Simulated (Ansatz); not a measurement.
# Quasi-harmonic thermodynamics of MgS (Niningerite, Fm-3m)

How much does MgS (Niningerite) expand with temperature?

What experiment has found for this phase:
- heat capacity C_P per formula unit 45.6 J/mol/K near room temperature (given in “High-Throughput Prediction of Finite-Temperature Properties using the Quasi-Harmonic Approximation”, 2016, arXiv:1603.06924)

Main program and level: Ansatz 0.2.0; DFT LDA, scalar-relativistic, plane waves, PAW, in the first sound run; inputs show where later runs differ.

### Step 1. The structure

The structure is cubic, space group Fm-3m (No. 225). The conventional cell has a = 5.203 Å, b = 5.203 Å, c = 5.203 Å, α = 90.00°, β = 90.00°, γ = 90.00°. Nearest to Mg lie 6 S at 2.60 Å. S has 6 Mg at 2.60 Å nearest. Farther neighbours and most contacts between anions are not listed.

### Step 2. Probe on a coarse mesh

A cheap single point shows whether the cell is a metal or an insulator and how far it is from rest; that sets the k-mesh and the occupations of what follows.

Contents of input.yaml:

```yaml
crystal:
  lattice:
    - [0.0, 2.60165, 2.60165]
    - [2.60165, 0.0, 2.60165]
    - [2.60165, 2.60165, 0.0]
  atoms:
    - { symbol: Mg, position: [0.0, 0.0, 0.0] }
    - { symbol: S, position: [0.5, 0.5, 0.5] }
kpoints:
  mp_grid: { grid: [6, 6, 6] }
hamiltonian:
  xc: lda
scf:
  occupations: { method: gaussian, width: 0.1 }
output:
  forces: true
  stress: true
  eigenvalues: true
```

Command:

```console
$ ansatz run input.yaml --threads 4 --pin off --max-ram 16384MiB --backend cpu --events-out ev --progress --plain --runs-dir out
```

Numbers of over 12 decimals in the logs are rounded to 6 here.

Output:

```text
Engine: ansatz 0.2.0, x86_64-unknown-linux-gnu
Pseudopotentials: kind: paw
Pseudopotential: Mg, paw, valence charge 10, recommended cutoff 420 eV (normal), Mg.paw.azcp
Pseudopotential: S, paw, valence charge 6, recommended cutoff 420 eV (normal), S.paw.azcp
Functional definition: SPW92
  exchange = slater_x
  correlation = pw_c
Crystal: 2 atoms, lattice volume = 35.219 Å³
Basis set: ecut = 420 eV, 701 PW (Γ)
Bands: 12, of which v1, the nominal top of the filled ones, is band 8 counted from 1 (7 counted from 0)
Symmetry: 48 space group operations
Space group: Fm-3m (ITA 225), of the structure as read, at distance tolerance 3.3e-5 Å
k-points: 16 of 216
Non-local potential: Mg, projectors of the file, l = 0: 3, l = 1: 2, l = 2: 1
Non-local potential: S, projectors of the file, l = 0: 2, l = 1: 2, l = 2: 2
PAW form: soft (Blöchl's): semilocal exchange-correlation on the pseudo side does not see the compensation charge
PAW frozen core: Mg, regenerated for the run's functional, and the local potential with it (the file was generated under x = pbe(κ = 0.804, μ = 0.219515), c = pbe(β = 0.066725))
PAW frozen core: S, regenerated for the run's functional, and the local potential with it (the file was generated under x = pbe(κ = 0.804, μ = 0.219515), c = pbe(β = 0.066725))
PAW one-centre angular grid: Mg, 110 points (default); XC on 64 Gauss nodes
PAW one-centre angular grid: S, 110 points (default); XC on 64 Gauss nodes
Initial density: superposition of atomic densities (neutral atoms: chi_scale 0, normalization atom), corrected by the library's trained network
Initial wavefunctions: pseudopotential atomic-orbital guess
Functional: x = slater, c = lda
SCF iter   1: F=—  HF=-2774.166064 eV  |F-HF|=—  |Δ(HF+E_count)|=         —  Δρ=6.67e-3  dr2=8.96e-3  ethr=1.77e-3  ⟨swp⟩=6.1  Hψ=1144  notcnv=0
preconditioner: auto → none  [insulator: Δε(μ)=2.510 eV  Ē_g=11.575 eV  σ=0.100 eV  W_gap=1.00  n_scr=8 (ndim 8)  ℏωp=17.7 eV  f_vac=0.000  D(μ)=0.00/eV (n_scr^D=0)  ε∞_Penn≈3.3]
SCF iter   2: F=—  HF=-2774.160373 eV  |F-HF|=—  |Δ(HF+E_count)|=   5.69e-3  Δρ=2.56e-3  dr2=1.25e-3  ethr=5.60e-5  ⟨swp⟩=2.4  Hψ=444  notcnv=0
SCF iter   3: F=—  HF=-2774.159773 eV  |F-HF|=—  |Δ(HF+E_count)|=   6.00e-4  Δρ=3.82e-4  dr2=2.64e-5  ethr=7.80e-6  ⟨swp⟩=2.0  Hψ=245  notcnv=0
SCF iter   4: F=—  HF=-2774.159765 eV  |F-HF|=—  |Δ(HF+E_count)|=   7.68e-6  Δρ=2.99e-5  dr2=4.46e-7  ethr=1.65e-7  ⟨swp⟩=2.3  Hψ=247  notcnv=0
SCF iter   5: F=—  HF=-2774.159765 eV  |F-HF|=—  |Δ(HF+E_count)|=   3.08e-8  Δρ=2.90e-5  dr2=4.91e-7  ethr=2.79e-9  ⟨swp⟩=2.0  Hψ=256  notcnv=0
SCF iter   6: F=-2774.159765 eV  HF=-2774.159765 eV  |F-HF|=2.03e-9  |Δ(HF+E_count)|=   1.81e-7  Δρ=2.43e-6  dr2=2.51e-9  ethr=6.25e-10  ⟨swp⟩=3.0  Hψ=686  notcnv=0
SCF 1 converged in 6 iterations: F = -2774.159765 eV  dr2 = 2.51e-9
  greatest PAW one-centre occupation: 1.000 electrons in one spin orbital (limit 2), on the Mg atom at site 0 (counted from 0), in its partial waves of l = 0
SCF converged after 6 iterations
Free energy (F): -2774.159765 eV
Harris-Foulkes:  -2774.159765 eV  (|F-HF|=2.03e-9)
Internal energy: -2774.159765 eV  (E = F + TS)
E sigma→0 (E₀):  -2774.159765 eV
Fermi energy:    7.468472 eV
--- Per-component energies (eV) ---
  E_band       = -333.577273
  E_kinetic    = 185.639325
  E_local      = -1666.725893  (includes V_loc(G=0)·N_el)
  E_nonlocal   = 125.218870
  E_hartree    = 592.117458
  E_xc         = -126.577331
  E_vxc        = -127.157978  (∫ρ·V_xc dr)
  E_paw        = -840.395852  (= ΣΔE_a)
  E_vpaw       = -34.786351  (= ΣTr[D̂ρ^β])
  E_aug_tail   = 0.000001  (compensation charges beyond the density's cutoff)
  E_ewald      = -1043.740020
  E_core_change = 0.303677  (= ΣΔE_core)
  E_smearing   = -0.000000  (= −TS)
  E_closure    = -0.000000  (closes the sum)
  Σ components = -2774.159765   (vs F -2774.159765, Δ=0.00e0)
--- Forces (eV/Å), atoms counted from 1 ---
  atom   1  Mg    -0.00000000    -0.00000000     0.00000000
  atom   2  S      0.00000000    -0.00000000    -0.00000000
  max |Σ_I F_I| component: 3.91e-30 eV/Å
--- Stress (GPa, compression-positive) ---
       -3.252141      -0.000000      -0.000000
       -0.000000      -3.252141       0.000000
       -0.000000       0.000000      -3.252141
  P = ⅓ Tr σ = -3.2521 GPa (-32.521 kbar)
--- Band table (eV; the first three rows and the last of 16) ---
  k-point 0: bands = [... 4 lower, -6.4631, 6.1898, 6.1898, 6.1898, 9.6694, 13.9851, 13.9851, 13.9851]
  k-point 1: bands = [... 4 lower, -6.1942, 4.5220, 6.0195, 6.0195, 10.7927, 13.6866, 14.2355, 14.2355]
  k-point 2: bands = [... 4 lower, -5.5433, 2.2874, 5.7257, 5.7257, 10.7860, 13.3410, 13.3410, 15.3234]
  k-point 15: bands = [... 4 lower, -4.7200, 2.3932, 3.5743, 3.9271, 10.4081, 12.2690, 15.1282, 15.8228]
```

Elapsed: 0.23 s, on 4 threads of Intel Xeon Platinum 8488C (Sapphire Rapids), shared host; peak memory 0.32 GiB.

This step gave:

```
pressure          : -3.252 GPa
gap on the k-mesh : 2.557 eV
volume per atom   : 17.61 Å³
```

The start is under -3.3 GPa at this level and looks like an insulator or semiconductor on this mesh.

### Step 3. Relaxation

Phonons are second derivatives about a minimum, so cell and atoms are relaxed first, inside the symmetry of the start.

input.yaml, the sections that differ from step 2:

```yaml
kpoints:
  mp_grid: { grid: [8, 8, 8] }
scf:
  occupations: { method: gaussian, width: 0.02 }
relax:
  adjacent_minimum: "off"
  f_tol: 0.005
  max_steps: 80
  cell: { stress_tol: 0.05 }
# crystal, hamiltonian, output: as in step 2
```

Output:

```text
[...]
Crystal: 2 atoms, lattice volume = 35.219 Å³
Basis set: ecut = 420 eV, 701 PW (Γ)
Bands: 12, of which v1, the nominal top of the filled ones, is band 8 counted from 1 (7 counted from 0)
Symmetry: 48 space group operations
[...]
k-points: 29 of 512
[...]
SCF iter   1: F=—  HF=-2774.169185 eV  |F-HF|=—  |Δ(HF+E_count)|=         —  Δρ=6.74e-3  dr2=9.43e-3  ethr=1.77e-3  ⟨swp⟩=7.0  Hψ=2160  notcnv=0
[...]
SCF iter   6: F=-2774.162826 eV  HF=-2774.162826 eV  |F-HF|=1.99e-9  |Δ(HF+E_count)|=   1.62e-9  Δρ=2.15e-6  dr2=2.55e-9  ethr=7.70e-11  ⟨swp⟩=2.0  Hψ=1021  notcnv=0
SCF 1 converged in 6 iterations: F = -2774.162826 eV  dr2 = 2.55e-9
[...]
relax step   1: F+E_penalty+E_count = -2774.16282585 eV  Δ(F+E_penalty+E_count) = +0.000e0 eV  max|allowed force component| = 3.895e-30 eV/Å  Δτ_max = 0.0000 Å  P = -3.278 GPa  Ω = 35.219 Å³  (6 SCF iters, dr2 threshold 1.00e-7 eV, accepted)
Crystal: 2 atoms, lattice volume = 33.962 Å³
Basis set: ecut = 420 eV, 645 PW (Γ)
[...]
iter 1 solved again at ethr=3.31e-6 eV; its pass at ethr=3.10e-3 eV (dr2=5.30e-4 eV) is discarded
[...]
SCF iter   4: F=-2774.178244 eV  HF=-2774.178244 eV  |F-HF|=5.52e-8  |Δ(HF+E_count)|=   1.57e-6  Δρ=1.99e-5  dr2=1.03e-7  ethr=1.25e-9  ⟨swp⟩=3.8  Hψ=1430  notcnv=0
SCF 2 converged in 4 iterations: F = -2774.178244 eV  dr2 = 1.03e-7
relax step   2: F+E_penalty+E_count = -2774.17824441 eV  Δ(F+E_penalty+E_count) = -1.542e-2 eV  max|allowed force component| = 2.432e-30 eV/Å  Δτ_max = 0.0000 Å  P = -0.549 GPa  Ω = 33.962 Å³  energy of the carried Pulay correction = +7.339e-5 eV  (4 SCF iters, dr2 threshold 2.00e-7 eV, accepted)
Crystal: 2 atoms, lattice volume = 33.720 Å³
[...]
SCF iter   4: F=-2774.178647 eV  HF=-2774.178647 eV  |F-HF|=2.23e-9  |Δ(HF+E_count)|=   6.21e-8  Δρ=3.88e-6  dr2=4.02e-9  ethr=1.25e-9  ⟨swp⟩=4.2  Hψ=1146  notcnv=0
SCF 3 converged in 4 iterations: F = -2774.178647 eV  dr2 = 4.02e-9
relax step   3: F+E_penalty+E_count = -2774.17864714 eV  Δ(F+E_penalty+E_count) = -4.027e-4 eV  max|allowed force component| = 1.173e-29 eV/Å  Δτ_max = 0.0000 Å  P = +0.038 GPa  Ω = 33.720 Å³  energy of the carried Pulay correction = +8.783e-5 eV  (4 SCF iters, dr2 threshold 2.00e-7 eV, accepted)
[...]
SCF iter   1: F=—  HF=-2774.178561 eV  |F-HF|=—  |Δ(HF+E_count)|=         —  Δρ=2.28e-5  dr2=2.01e-8  ethr=3.08e-6  ⟨swp⟩=2.6  Hψ=2797  notcnv=0
eigensolver tolerance schedule: the retry pair's looser diagonalisation over-reported the residual by 24561.71 of it (diagonalisation noise at an unbounded share of the residual, at the tolerance the schedule requests for it); recorded, not acted on — ethr = c·dr2/N_el stays at c = 1.0e-1
[...]
SCF iter   2: F=—  HF=-2774.178562 eV  |F-HF|=—  |Δ(HF+E_count)|=   1.23e-6  Δρ=1.19e-5  dr2=5.12e-9  ethr=1.25e-10  ⟨swp⟩=3.3  Hψ=706  notcnv=0
[...]
SCF iter   5: F=-2774.178562 eV  HF=-2774.178562 eV  |F-HF|=6.37e-12  |Δ(HF+E_count)|=  2.18e-11  Δρ=1.42e-7  dr2=4.64e-12  ethr=1.00e-12  ⟨swp⟩=5.0  Hψ=1271  notcnv=0
SCF 4 converged in 5 iterations: F = -2774.178562 eV  dr2 = 4.64e-12
relax step   4: F+E_penalty+E_count = -2774.17856180 eV  Δ(F+E_penalty+E_count) = +8.534e-5 eV  max|allowed force component| = 1.058e-29 eV/Å  Δτ_max = 0.0000 Å  P = +0.038 GPa  Ω = 33.720 Å³  stress off target by 3.81e-2 GPa  SCF on the basis re-selected at this cell (its energy is not comparable with the rows above)  (5 SCF iters)
basis re-selected at this cell: Δ(F+E_penalty+E_count) = +8.534e-5 eV, ΔP = -0.000 GPa vs the last step (what re-selecting the basis moved, of the pressure what is left beyond the Pulay correction that the steps carried, after the strain that the cell walked since its last selection, with what the two solves' SCF thresholds leave and, on support functions, any second-order correction that the steps lacked; it is no m [...]
SCF converged after 5 iterations
Free energy (F): -2774.178562 eV
[...]
Internal energy: -2774.178562 eV  (E = F + TS)
E sigma→0 (E₀):  -2774.178562 eV
Fermi energy:    8.026841 eV
[...]
--- Stress (GPa, compression-positive) ---
        0.038092      -0.000000       0.000000
       -0.000000       0.038092      -0.000000
        0.000000      -0.000000       0.038092
  P = ⅓ Tr σ = 0.0381 GPa (0.381 kbar)
--- Band table (eV; the first three rows and the last of 29) ---
  k-point 0: bands = [... 4 lower, -6.2062, 6.7024, 6.7024, 6.7024, 10.5318, 14.4671, 14.4671, 14.4671]
  k-point 1: bands = [... 4 lower, -6.0413, 5.5969, 6.5907, 6.5907, 11.3298, 14.1916, 14.7327, 14.7327]
  k-point 2: bands = [... 4 lower, -5.5921, 3.7355, 6.3490, 6.3490, 11.6266, 14.3831, 14.3831, 15.0780]
  k-point 28: bands = [... 4 lower, -4.2938, 3.2417, 3.2417, 4.1656, 11.9420, 14.5742, 14.5742, 14.7186]
--- Relaxed structure (3 steps of the walk, 3 accepted, 1 SCFs on fresh bases) ---
  F+E_penalty+E_count = -2774.17856180 eV   max|allowed force component| = 1.058e-29 eV/Å   (the final SCF, on the basis selected at the relaxed cell)
  cell:  # Å, volume = 33.7205 Å³
    - [0, 2.564215, 2.564215]
    - [2.564215, 0, 2.564215]
    - [2.564215, 2.564215, 0]
  atoms:
    - { symbol: Mg, position: [0, 0, 0] }
    - { symbol: S, position: [0.500000, 0.500000, 0.500000] }
```

It took 0.92 s on 4 threads; peak memory 0.33 GiB; 2.6 s of CPU time.

Step by step:

```
step  energy less that of the first step (eV)  largest force component (eV/Å)  pressure (GPa)  volume (Å³)
   1                                   0.0000                          0.0000           -3.28        35.22
   2                                  -0.0154                          0.0000           -0.55        33.96
   3                                  -0.0158                          0.0000            0.04        33.72
  4*                                  -0.0157                          0.0000            0.04        33.72
```

Relaxation steps marked * repeat the geometry before them on a plane-wave basis chosen anew for their cell, so energy and pressure can jump there.

Forces are held to the 48 operations that the run works with; a distortion that breaks them can't arise in this run.

```
conventional cell, symmetrised  before  after  change
                         a (Å)   5.203  5.128  -1.4 %
                         b (Å)   5.203  5.128  -1.4 %
                         c (Å)   5.203  5.128  -1.4 %
              volume (Å³/atom)   17.61  16.86  -4.3 %
```

Final coordinates:

```cif
data_structure
_symmetry_space_group_name_H-M 'P 1'
_symmetry_Int_Tables_number 1
_cell_length_a 3.6263
_cell_length_b 3.6263
_cell_length_c 3.6263
_cell_angle_alpha 60.000
_cell_angle_beta 60.000
_cell_angle_gamma 60.000
_cell_volume 33.72
loop_
_atom_site_label
_atom_site_type_symbol
_atom_site_fract_x
_atom_site_fract_y
_atom_site_fract_z
_atom_site_occupancy
Mg1 Mg 0.00000 0.00000 0.00000 1
S2 S 0.50000 0.50000 0.50000 1
```

This step gave:

```yaml
pressure: 0.03809 GPa
gap_on_the_k_mesh: 2.649 eV
volume_per_atom: 16.86 Å³
```

The relaxation ends with a pressure of 0.04 GPa.

### Step 4. Relaxing to small residual forces and stress

The relaxation is repeated with tighter thresholds on force and stress, since phonons are sensitive to what is left; a change of mesh or smearing in the input moves the cell too.

input.yaml, the sections that differ from step 3:

```yaml
crystal:
  lattice:
    - [0.0, 2.5642154063, 2.5642154063]
    - [2.5642154063, 0.0, 2.5642154063]
    - [2.5642154063, 2.5642154063, 0.0]
  atoms:
    - { symbol: Mg, position: [0.0, 0.0, 0.0] }
    - { symbol: S, position: [0.5, 0.5, 0.5] }
scf:
  occupations: { method: fixed }
relax:
  adjacent_minimum: "off"
  f_tol: 0.001
  max_steps: 60
  cell: { stress_tol: 0.01 }
# kpoints, hamiltonian, output: as in step 3
```

Output:

```text
[...]
Crystal: 2 atoms, lattice volume = 33.720 Å³
Basis set: ecut = 420 eV, 645 PW (Γ)
Bands: 12, of which v1, the nominal top of the filled ones, is band 8 counted from 1 (7 counted from 0)
Symmetry: 48 space group operations
[...]
k-points: 29 of 512
[...]
k-point 28: bands = [... 4 lower, -4.2973, 3.2389, 3.2389, 4.1623, 11.9363, 14.5694, 14.5694, 14.7130]
--- Relaxed structure (2 steps of the walk, 2 accepted, 1 SCFs on fresh bases) ---
[...]
cell:  # Å, volume = 33.7324 Å³
    - [0, 2.564518, 2.564518]
    - [2.564518, 0, 2.564518]
    - [2.564518, 2.564518, 0.0]
  atoms:
    - { symbol: Mg, position: [0, 0, 0] }
    - { symbol: S, position: [0.5, 0.5, 0.5] }
[key lines of the parts left out:]
SCF converged after 5 iterations
Free energy (F): -2774.178563 eV
Fermi energy:    6.698096 eV
P = ⅓ Tr σ = 0.0086 GPa (0.086 kbar)
```

Elapsed: 0.64 s, on 4 threads; peak memory 0.34 GiB.

Little changed from the start: no atom moved by 0.005 Å and no cell edge by 0.1 %.

Numbers from this step:

```yaml
pressure: 0.008612 GPa
gap_on_the_k_mesh: 2.648 eV
volume_per_atom: 16.87 Å³
```

The residual pressure is 0.0086 GPa, small enough for phonons.

(Part 1 of 4 ends here.)

[Logs are printed without paths, hosts, clocks, repeated set-up lines and the standing remarks that a program may print on its own settings, such as how far it seeks lower states.]

[Hosts, paths, dates, database ids (printed as entryN), source tags and the programs' standing remarks are cut or masked in the printed files.]

[A step with changed settings may run another functional than the one named; its input shows which.]
